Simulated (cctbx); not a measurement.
# Nd8V7In9Ni14 across an absorption edge

Space group Cmmm (no. 65), a = 13.9320 Å, b = 23.2500 Å, c = 4.1920 Å, α = 90.00°, β = 90.00°, γ = 90.00°.

```csv
atom,mult.,x,y,z,Ueq (Å²)
Nd1,4,1/2,0.1033,1/2,0.0123
Nd2,8,0.3289,0.3248,0,0.0109
Nd3,4,0.8183,0,0,0.0136
In1,2,0,0,1/2,0.0125
In2,8,0.3454,0.7840,1/2,0.0133
In3,4,1/2,0.5887,0,0.0112
In4,4,1/2,0.6882,1/2,0.0108
Ni1,8,0.3607,0.1561,0,0.0171
Ni2,4,0.3774,0,1/2,0.0144
Ni3,8,0.3522,0.9451,0,0.0139
Ni4,8,0.9045,0.9050,1/2,0.0133
V1,4,1/2,0.2252,0,0.0154
V2,8,0.2760,0.0929,1/2,0.0186
V3,2,1/2,0,0,0.0168
```

This is a model crystal, built by substitution and not relaxed, with assumed displacement parameters.

Calculated with cctbx: free-atom f′ and f″ from the Sasaki tables, no fine structure; amplitudes in electrons.

| E (eV) | F 0 2 0 | F 1 1 0 | F 2 0 0 | F 1 3 1 |
| --- | --- | --- | --- | --- |
| 7733 | 22.0 | 97.2 | 124.1 | 100.3 |
| 8083 | 23.4 | 100.7 | 121.8 | 107.2 |
| 8213 | 27.4 | 103.9 | 121.5 | 112.3 |
| 8273 | 32.6 | 107.2 | 121.6 | 116.9 |
| 8303 | 38.6 | 110.5 | 121.9 | 121.6 |
| 8318 | 45.1 | 113.9 | 122.3 | 126.3 |
| 8325 | 51.2 | 117.0 | 122.7 | 130.6 |
| 8329 | 57.9 | 120.3 | 123.1 | 135.1 |
| 8337 | 58.5 | 119.5 | 123.3 | 131.3 |
| 8341 | 50.6 | 115.6 | 122.7 | 125.9 |
| 8348 | 43.7 | 112.2 | 122.2 | 121.2 |
| 8363 | 36.4 | 108.4 | 121.6 | 116.0 |
| 8393 | 29.3 | 104.6 | 120.9 | 111.0 |
| 8483 | 20.7 | 99.7 | 119.7 | 104.6 |
| 8733 | 14.1 | 94.2 | 117.8 | 98.3 |

**Question.** Which edge is crossed, and why do the reflections move as they do?

The K edge of Ni. The edge is at 8333 eV. f′ of Ni falls from -3.9 e at 8213 eV to -7.5 e at 4 eV below it, and f″ steps from 0.48 to 3.91 e across it. Over that approach |F| changes by +111 % (0 2 0), +16 % (1 1 0), +1 % (2 0 0) and +20 % (1 3 1): a reflection falls where Ni scatters in phase with the total and rises where it scatters against it; it hardly moves where the Ni term is small or cancels by symmetry. Above the edge the larger f″ enters the imaginary part, where it can add to or cancel the other atoms' f″. The structure is centrosymmetric, so Friedel mates stay equal.

[Logs are printed without paths, hosts, clocks, repeated set-up lines and the standing remarks that a program may print on its own settings, such as how far it seeks lower states.]
